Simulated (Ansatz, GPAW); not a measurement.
**Work function of Br/W(110) at several levels**

Aim: the work function of both faces of Br/W(110), and its spread over functionals and bases.

Main program and level: GPAW 26.7.0 and Ansatz 0.2.0; Ansatz plane waves; slab in vacuum with a dipole correction, relaxation; PAW set soft_1, in the first sound run; inputs show where later runs differ.

Most raw output is cut from this account.

### Step 1. Starting point

The cell holds 17 atoms: 16 W and 1 Br. Its edges and angles: a = 5.473 Å, b = 5.473 Å, c = 23.208 Å, α = 90.0°, β = 90.0°, γ = 70.5°. Vacuum lies along c.

### Step 2. Relaxing the atoms

The atoms are relaxed first, since the surface dipole, and with it the work function, follows the positions of the outer layers. The lowest 8 atoms are held at bulk positions and keep their forces.

Contents of input.yaml:

```yaml
crystal:
  lattice:
    - [4.4689148571, -3.16, 0.0]
    - [4.4689148571, 3.16, 0.0]
    - [0.0, 0.0, 23.2075929229]
  atoms:
    - { symbol: W, position: [0.0, 0.0, 0.3016254216] }
    - { symbol: W, position: [0.25, 0.25, 0.3979067308] }
    - { symbol: W, position: [0.0, 0.0, 0.4941880399] }
    - { symbol: W, position: [0.25, 0.25, 0.590469349] }
    - { symbol: W, position: [0.0, 0.5, 0.3016254216] }
    - { symbol: W, position: [0.25, 0.75, 0.3979067308] }
    - { symbol: W, position: [0.0, 0.5, 0.4941880399] }
    - { symbol: W, position: [0.25, 0.75, 0.590469349] }
    - { symbol: W, position: [0.5, 0.0, 0.3016254216] }
    - { symbol: W, position: [0.75, 0.25, 0.3979067308] }
    - { symbol: W, position: [0.5, 0.0, 0.4941880399] }
    - { symbol: W, position: [0.75, 0.25, 0.590469349] }
    - { symbol: W, position: [0.5, 0.5, 0.3016254216] }
    - { symbol: W, position: [0.75, 0.75, 0.3979067308] }
    - { symbol: W, position: [0.5, 0.5, 0.4941880399] }
    - { symbol: W, position: [0.75, 0.75, 0.590469349] }
    - { symbol: Br, position: [0.0, 0.0, 0.6983745784] }
kpoints:
  mp_grid: { grid: [6, 6, 1] }
hamiltonian:
  xc: pbe
  pseudopotentials: { kind: paw, azcp: { folder: soft_1 } }
scf:
  occupations: { method: fermi_dirac, width: 0.1 }
efield:
  axis: 3
  dipole_correction: true
  ramp_width: 0.05
relax:
  f_tol: 0.02
  max_steps: 60
  constraints: [{ sites: [0, 1, 4, 5, 8, 9, 12, 13] }]
output:
  write_potential: true
  write_density: true
  volumetric_format: npy
```

Command:

```
$ ansatz run input.yaml --threads 4 --pin off --max-ram 8192MiB --backend cpu --events-out ev --progress --plain --runs-dir out
```

The job ended after 3.4 min (4 threads of Arm Neoverse V1, shared host; peak memory 2.2 GiB; 13 min of CPU time).

This run has no spin polarisation although its electron count is odd.

The steps of the relaxation:

```tsv
step	energy less that of the first step (eV)	largest force component (eV/Å)
1	0.0000	1.3104
2	-0.1409	1.0411
3	-0.2999	0.2808
4	-0.3110	0.0919
5	-0.3129	0.0185
6	-0.3129	0.0184
```

The run keeps the 4 symmetry operations that it works with, so distortions that break them were not tested.

The atoms that moved most (Å):

```tsv
atom	dx	dy	dz	length
Br17	0.000	0.000	-0.361	0.361
W7	0.000	0.000	0.050	0.050
W11	0.000	0.000	0.050	0.050
W4	0.031	0.000	0.008	0.032
W16	-0.031	0.000	0.008	0.032
W3	0.000	0.000	0.020	0.020
W12	0.000	0.015	-0.009	0.018
W8	0.000	-0.015	-0.009	0.018
```

The relaxed structure:

```cif
data_structure
_symmetry_space_group_name_H-M 'P 1'
_symmetry_Int_Tables_number 1
_cell_length_a 5.4733
_cell_length_b 5.4733
_cell_length_c 23.2076
_cell_angle_alpha 90.000
_cell_angle_beta 90.000
_cell_angle_gamma 70.529
_cell_volume 655.46
loop_
_atom_site_label
_atom_site_type_symbol
_atom_site_fract_x
_atom_site_fract_y
_atom_site_fract_z
_atom_site_occupancy
W1 W 0.00000 0.00000 0.30163 1
W2 W 0.25000 0.25000 0.39791 1
W3 W 0.00000 0.00000 0.49506 1
W4 W 0.25345 0.25345 0.59083 1
W5 W 0.00000 0.50000 0.30163 1
W6 W 0.25000 0.75000 0.39791 1
W7 W 0.00000 0.50000 0.49635 1
W8 W 0.25238 0.74762 0.59006 1
W9 W 0.50000 0.00000 0.30163 1
W10 W 0.75000 0.25000 0.39791 1
W11 W 0.50000 0.00000 0.49635 1
W12 W 0.74762 0.25238 0.59006 1
W13 W 0.50000 0.50000 0.30163 1
W14 W 0.75000 0.75000 0.39791 1
W15 W 0.50000 0.50000 0.49441 1
W16 W 0.74655 0.74655 0.59083 1
Br17 Br 0.00000 0.00000 0.68282 1
```

This step gave:

* free energy: -168948.7015 eV
* smearing term TS: 0.3741 eV
* symmetry operations: 4
* upper work function: 4.162 eV
* lower work function: 4.889 eV
* dipole along the normal: 0.1135 e·Å
* dipole field: 0.03132 V/Å
* vacuum level above: 10.59 eV
* vacuum level below: 11.32 eV

The electrostatic potential energy of an electron (with the applied field's), less the Fermi level, planar mean oscillates, so the rows of the table below give means over windows of 2.32 Å about each position, cut where the curve ends. Its maxima inside the range that stand out by 2 % of the span (Å: eV): 8.1: -2.74, 10.3: -2.81, 12.6: -3.12, 15.1: 0.236. Its minima: 7.0: -18.3, 9.3: -18.8, 11.5: -18.8, 13.8: -18.4, 15.8: -1.51.

Electrostatic potential energy of an electron (with the applied field's), less the Fermi level, planar mean against z; means over each step:

```tsv
z (Å)	electrostatic potential energy of an electron (with the applied field's), less the Fermi level, planar mean (eV)
1.16	4.84
3.48	4.85
5.80	-3.06
8.12	-11.6
10.44	-11.5
12.76	-11.9
15.08	-4.09
17.40	3.45
19.72	4.16
22.04	4.19
```

The valence density, planar mean by z:

```tsv
z (Å)	valence density, planar mean (e/Å³)
3.0	1.5e-4
3.5	5.0e-4
4.0	0.00173
4.5	0.00579
5.0	0.0195
5.5	0.0610
6.0	0.208
6.5	0.925
7.0	1.53
7.5	0.936
8.0	0.368
8.5	0.551
9.0	1.40
9.5	1.35
10.0	0.500
10.5	0.358
11.0	0.941
11.5	1.52
12.0	0.943
12.5	0.381
13.0	0.596
13.5	1.44
14.0	1.31
14.5	0.389
15.0	0.169
15.5	0.168
16.0	0.147
16.5	0.102
17.0	0.0278
17.5	0.00563
18.0	0.00111
18.5	2.4e-4
19.0	5.0e-5
```

The relaxation lowered the energy of the cell by 0.313 eV.

### Step 3. The slab's potential

With the geometry fixed, the planar mean of the potential gives the vacuum level on each side.

This step: GPAW, PAW setups; slab in vacuum (GPAW 26.7.0).

Contents of run.py:

```python
import json
import numpy as np
from ase import Atoms
from gpaw import GPAW, PW

slab = Atoms(
    ['W', 'W', 'W', 'W', 'W', 'W', 'W', 'W', 'W', 'W', 'W', 'W', 'W', 'W', 'W', 'W', 'Br'],
    positions=[
        [0.00000, 0.00000, 7.00000],
        [2.23446, 0.00000, 9.23446],
        [0.00000, 0.00000, 11.48904],
        [2.26532, -0.00000, 13.71170],
        [2.23446, 1.58000, 7.00000],
        [4.46891, 1.58000, 9.23446],
        [2.23446, 1.58000, 11.51917],
        [4.46891, 1.56496, 13.69388],
        [2.23446, -1.58000, 7.00000],
        [4.46891, -1.58000, 9.23446],
        [2.23446, -1.58000, 11.51917],
        [4.46891, -1.56496, 13.69388],
        [4.46891, 0.00000, 7.00000],
        [6.70337, 0.00000, 9.23446],
        [4.46891, 0.00000, 11.47401],
        [6.67251, 0.00000, 13.71170],
        [0.00000, -0.00000, 15.84657]],
    cell=[[4.46891, -3.16, 0.0], [4.46891, 3.16, 0.0], [0.0, 0.0, 23.20759]],
    pbc=[True, True, False])

slab.calc = GPAW(mode=PW(400), xc='PBE', kpts={'size': (6, 6, 1), 'gamma': True},
                 occupations={'name': 'fermi-dirac', 'width': 0.1}, nbands='160%',
                 convergence={'density': 1e-05}, maxiter=200,
                 poissonsolver={'dipolelayer': 'xy'},
                 symmetry={'tolerance': 1e-3}, txt='slab.txt')
result = {}
energy = slab.get_potential_energy()
fermi = slab.calc.get_fermi_level()
v = slab.calc.get_electrostatic_potential().mean((0, 1)) - fermi
n = slab.calc.get_pseudo_density().mean((0, 1))
L = slab.cell[2, 2]
z = np.arange(len(v)) * L / len(v)
low, high = slab.positions[:, 2].min(), slab.positions[:, 2].max()
below, above = np.interp([low - 4.8, high + 4.8], z, v)
slopes = [np.interp(x, z, np.gradient(v, z)) for x in (low - 4.8, high + 4.8)]
eps = np.array([[slab.calc.get_eigenvalues(k, s) for k in range(len(slab.calc.get_ibz_k_points()))]
                for s in range(slab.calc.get_number_of_spins())]) - fermi
top, bottom = eps[eps < 0].max(), eps[eps > 0].min()
dipole = slab.get_dipole_moment()[2]
print(f'energy {energy:.4f} eV, Fermi level {fermi:.4f} eV, dipole {dipole:.5f} e A')
print(f'potential 4.8 A off the faces, from the Fermi level: lower {below:.4f} eV, upper {above:.4f} eV')
print(f'slope of the potential there: lower {slopes[0]:.5f}, upper {slopes[1]:.5f} eV/A')
print(f'nearest levels on the mesh: {top:.4f} and {bottom:.4f} eV')
print('magnetic moment', round(slab.get_magnetic_moment(), 3))
result.update(energy=energy, fermi=fermi, dipole=dipole, below=below, above=above, slopes=slopes, edges=[top, bottom],
              z=z.tolist(), v=v.tolist(), n=n.tolist(), positions=slab.positions.tolist(),
              forces=slab.get_forces(apply_constraint=False).tolist(), moments=slab.get_magnetic_moments().tolist())
json.dump(result, open('result.json', 'w'))
```

Command:

```
$ OMP_NUM_THREADS=1 OPENBLAS_NUM_THREADS=1 python run.py
```

The job ended after 29 min (1 thread; peak memory 0.89 GiB).

This step gave:

```yaml
dipole_along_the_normal: 0.1144 e·Å
levels_nearest_the_fermi_level_on_the_mesh: -0.005806, 0.007531 eV from the Fermi level
upper_work_function: 4.163 eV
lower_work_function: 4.892 eV
```

The electrostatic potential energy of an electron (without an applied field's), less the Fermi level, planar mean oscillates, so the rows of the table below give means over windows of 2.26 Å about each position, cut where the curve ends. Its maxima inside the range that stand out by 2 % of the span (Å: eV): 8.2: -2.81, 10.3: -2.73, 12.6: -3.12, 15.1: 0.316. Its minima: 7.0: -29.3, 9.2: -29.9, 11.5: -29.8, 13.8: -29.2, 15.8: -3.39.

The electrostatic potential energy of an electron (without an applied field's), less the Fermi level, planar mean by z; means over each step:

```tsv
z (Å)	electrostatic potential energy of an electron (without an applied field's), less the Fermi level, planar mean (eV)
1.13	4.86
3.39	4.86
5.65	-2.10
7.91	-14.7
10.17	-14.5
12.43	-15.2
14.69	-9.36
16.95	2.23
19.21	4.16
21.47	4.16
```

The pseudo valence density, planar mean oscillates, so the rows of the table below give means over windows of 2.15 Å about each position, cut where the curve ends. Its maxima inside the range that stand out by 2 % of the span (Å: e/Å³): 7.1: 1.79, 9.2: 1.85, 11.6: 1.77, 13.8: 1.85. Its minima: 8.2: 0.357, 10.3: 0.340, 12.7: 0.374.

Pseudo valence density, planar mean against z; means over each step:

```tsv
z (Å)	pseudo valence density, planar mean (e/Å³)
1.07	3.4e-6
3.22	6.9e-4
5.37	0.122
7.52	0.897
9.67	0.893
11.82	0.909
13.97	0.862
16.12	0.118
18.27	0.00219
20.42	3.0e-6
```

Force by atom:

```tsv
atom	x (eV/Å)	y (eV/Å)	z (eV/Å)	size
W1	0.000	0.000	0.271	0.271
W2	-0.021	0.000	-0.468	0.468
W3	0.000	0.000	-0.007	0.007
W4	-0.016	0.000	-0.020	0.026
W5	0.000	0.000	0.440	0.440
W6	0.000	-0.034	-0.259	0.261
W7	0.000	0.000	0.018	0.018
W8	0.000	-0.023	-0.030	0.037
W9	0.000	0.000	0.440	0.440
W10	0.000	0.034	-0.259	0.261
W11	0.000	0.000	0.018	0.018
W12	0.000	0.023	-0.030	0.037
W13	0.000	0.000	0.338	0.338
W14	0.021	0.000	-0.468	0.468
W15	0.000	0.000	0.002	0.002
W16	0.016	0.000	-0.020	0.026
Br17	0.000	0.000	0.026	0.026
```

The potential is flat to 0.001 eV/Å where it is read, so the vacuum is wide enough. The geometry is the other program's minimum; here the largest force on a free atom is 0.037 eV/Å.

### Step 4. Self-consistent run: xc = "vdW-DF2"

The same geometry under vdW-DF2, to see how far the functional moves the levels against the vacuum (the van der Waals functionals take revPBE setups).

run.py, as its differences from that of step 3:

```diff
@@ -28,3 +28,3 @@
 
-slab.calc = GPAW(mode=PW(400), xc='PBE', kpts={'size': (6, 6, 1), 'gamma': True},
+slab.calc = GPAW(mode=PW(400), xc='vdW-DF2', kpts={'size': (6, 6, 1), 'gamma': True},
                  occupations={'name': 'fermi-dirac', 'width': 0.1}, nbands='160%',
```

Run time: 32 min. Hardware: 1 thread; peak memory 1.2 GiB.

Numbers from this step:

- dipole along the normal: 0.1022 e·Å
- levels nearest the Fermi level on the mesh: -0.02198, 0.01126 eV from the Fermi level
- upper work function: 4.466 eV
- lower work function: 5.116 eV

The electrostatic potential energy of an electron (without an applied field's), less the Fermi level, planar mean oscillates, so the rows of the table below give means over windows of 2.26 Å about each position, cut where the curve ends. Its maxima inside the range that stand out by 2 % of the span (Å: eV): 8.2: -3.15, 10.3: -3.07, 12.6: -3.46, 15.1: 0.168. Its minima: 7.0: -29.5, 9.2: -30.1, 11.5: -30.1, 13.8: -29.4, 15.8: -3.36.

Electrostatic potential energy of an electron (without an applied field's), less the Fermi level, planar mean against z; means over each step:

z (Å), electrostatic potential energy of an electron (without an applied field's), less the Fermi level, planar mean (eV) and a bar from the least value:
```
     1.13        5.1 ##############################
     3.39        5.1 ##############################
     5.65       -2.1 ###################
     7.91      -15.0 #
    10.17      -14.8 #
    12.43      -15.5 
    14.69       -9.5 #########
    16.95        2.5 ##########################
    19.21        4.5 #############################
    21.47        4.5 #############################
```

The pseudo valence density, planar mean by z:

```tsv
z (Å)	pseudo valence density, planar mean (e/Å³)
0.00	0
0.64	0
1.29	4.5e-6
1.93	1.8e-5
2.58	8.2e-5
3.01	2.3e-4
3.65	0.00101
4.30	0.00427
4.94	0.0178
5.59	0.0733
6.23	0.367
6.88	1.75
7.52	0.740
8.17	0.354
8.60	0.571
9.24	1.86
9.88	0.556
10.53	0.356
11.17	1.21
11.82	1.23
12.46	0.382
13.11	0.630
13.75	1.85
14.40	0.452
14.83	0.187
15.47	0.173
16.12	0.146
16.76	0.0567
17.41	0.00808
18.05	0.00111
18.70	1.6e-4
19.34	2.5e-5
19.98	4.8e-6
20.41	0
21.06	0
21.70	0
22.35	0
22.99	0
```

Force by atom:

```tsv
atom	x (eV/Å)	y (eV/Å)	z (eV/Å)	size
W1	0.00	0.00	-0.61	0.61
W2	-0.02	0.00	-0.43	0.43
W3	0.00	0.00	-0.05	0.05
W4	0.10	0.00	0.68	0.69
W5	0.00	0.00	-0.44	0.44
W6	0.00	-0.03	-0.23	0.23
W7	0.00	0.00	-0.02	0.02
W8	0.00	-0.25	0.46	0.52
W9	0.00	0.00	-0.44	0.44
W10	0.00	0.03	-0.23	0.23
W11	0.00	0.00	-0.02	0.02
W12	0.00	0.25	0.46	0.52
W13	0.00	0.00	-0.54	0.54
W14	0.02	0.00	-0.43	0.43
W15	0.00	0.00	-0.02	0.02
W16	-0.10	0.00	0.68	0.69
Br17	0.00	0.00	1.17	1.17
```

The upper face's work function is 4.466 eV, against 4.163 eV in the first plane-wave PBE run at this geometry.

### Step 5. OptPBE vdW: xc = "optPBE-vdW"

The same geometry under optPBE-vdW, to see how far the functional moves the levels against the vacuum (the van der Waals functionals take revPBE setups).

run.py, as its differences from that of step 4:

```diff
@@ -28,3 +28,3 @@
 
-slab.calc = GPAW(mode=PW(400), xc='vdW-DF2', kpts={'size': (6, 6, 1), 'gamma': True},
+slab.calc = GPAW(mode=PW(400), xc='optPBE-vdW', kpts={'size': (6, 6, 1), 'gamma': True},
                  occupations={'name': 'fermi-dirac', 'width': 0.1}, nbands='160%',
```

It took 29 min on 1 thread; peak memory 1.2 GiB.

This step gave:

```
dipole along the normal                    : 0.1078 e·Å
levels nearest the Fermi level on the mesh : -0.02110, 0.006824 eV from the Fermi level
upper work function                        : 4.365 eV
lower work function                        : 5.052 eV
```

Electrostatic potential energy of an electron (without an applied field's), less the Fermi level, planar mean against z:

```tsv
z (Å)	electrostatic potential energy of an electron (without an applied field's), less the Fermi level, planar mean (eV)
0.0	4.71
0.5	5.05
1.0	5.05
1.5	5.05
2.0	5.05
2.5	5.05
3.0	5.05
3.5	5.03
4.0	4.98
4.5	4.84
5.0	4.38
5.5	2.94
6.0	-1.57
6.5	-14.9
7.0	-29.1
7.5	-15.2
8.0	-3.31
8.5	-7.68
9.0	-25.5
9.5	-24.5
10.0	-6.94
10.5	-3.32
11.0	-15.4
11.5	-29.7
12.0	-15.5
12.5	-3.60
13.0	-8.45
13.5	-26.1
14.0	-23.0
14.5	-6.04
15.0	0.0773
15.5	-1.52
16.0	-2.68
16.5	1.95
17.0	3.84
17.5	4.25
18.0	4.34
18.5	4.36
19.0	4.36
19.5	4.36
20.0	4.36
20.5	4.36
21.0	4.36
21.5	4.36
22.0	4.36
22.5	4.36
23.0	4.51
```

The upper face's work function is 4.365 eV, against 4.163 eV in the first plane-wave PBE run at this geometry.

### Step 6. Self-consistent run: xc = "RPBE"

The same geometry under RPBE, to see how far the functional moves the levels against the vacuum.

run.py, as its differences from that of step 5:

```diff
@@ -28,3 +28,3 @@
 
-slab.calc = GPAW(mode=PW(400), xc='optPBE-vdW', kpts={'size': (6, 6, 1), 'gamma': True},
+slab.calc = GPAW(mode=PW(400), xc='RPBE', kpts={'size': (6, 6, 1), 'gamma': True},
                  occupations={'name': 'fermi-dirac', 'width': 0.1}, nbands='160%',
```

Run time: 28 min. Hardware: 1 thread; peak memory 0.89 GiB.

This step gave:

```yaml
dipole_along_the_normal: 0.1100 e·Å
levels_nearest_the_fermi_level_on_the_mesh: -0.007645, 0.002358 eV from the Fermi level
upper_work_function: 4.065 eV
lower_work_function: 4.765 eV
```

The electrostatic potential energy of an electron (without an applied field's), less the Fermi level, planar mean oscillates, so the rows of the table below give means over windows of 2.26 Å about each position, cut where the curve ends. Its maxima inside the range that stand out by 2 % of the span (Å: eV): 8.2: -2.90, 10.3: -2.82, 12.6: -3.21, 15.1: 0.202. Its minima: 7.0: -29.4, 9.2: -29.9, 11.5: -29.9, 13.8: -29.3, 15.8: -3.51.

The electrostatic potential energy of an electron (without an applied field's), less the Fermi level, planar mean by z; means over each step:

```tsv
z (Å)	electrostatic potential energy of an electron (without an applied field's), less the Fermi level, planar mean (eV)
1.13	4.74
3.39	4.73
5.65	-2.20
7.91	-14.8
10.17	-14.6
12.43	-15.3
14.69	-9.46
16.95	2.13
19.21	4.06
21.47	4.06
```

The upper face's work function is 4.065 eV, against 4.163 eV in the first plane-wave PBE run at this geometry.

### Step 7. Real-space grid: mode = "fd"

A real-space grid is a second complete basis, so it checks the plane-wave result.

run.py, as its differences from that of step 6:

```diff
@@ -3,3 +3,3 @@
 from ase import Atoms
-from gpaw import GPAW, PW
+from gpaw import GPAW
 
@@ -28,3 +28,3 @@
 
-slab.calc = GPAW(mode=PW(400), xc='RPBE', kpts={'size': (6, 6, 1), 'gamma': True},
+slab.calc = GPAW(mode='fd', h=0.18, xc='PBE', kpts={'size': (6, 6, 1), 'gamma': True},
                  occupations={'name': 'fermi-dirac', 'width': 0.1}, nbands='160%',
```

Wall time 2.1 h (1 thread); peak memory 5.2 GiB.

This step gave:

* dipole along the normal: 0.1139 e·Å
* levels nearest the Fermi level on the mesh: -0.005604, 0.007727 eV from the Fermi level
* upper work function: 4.162 eV
* lower work function: 4.891 eV

The upper face's work function is 4.162 eV, against 4.163 eV in the first plane-wave PBE run at this geometry.

### Step 8. Cost and result by level

Times are for 1 thread of Arm Neoverse V1, shared host. The runs compared:

```tsv
no.	run	upper work function (eV)	lower work function (eV)	time	memory (GiB)
1	pw	4.163	4.892	29 min	0.89
2	vdW DF2	4.466	5.116	32 min	1.2
3	optPBE vdW	4.365	5.052	29 min	1.2
4	RPBE	4.065	4.765	28 min	0.89
5	fd	4.162	4.891	2.1 h	5.2
```

(Continued in part 2 of 2.)

[Logs are printed without paths, hosts, clocks, repeated set-up lines and the standing remarks that a program may print on its own settings, such as how far it seeks lower states.]

[Hosts, paths, dates, database ids (printed as entryN), source tags and the programs' standing remarks are cut or masked in the printed files.]
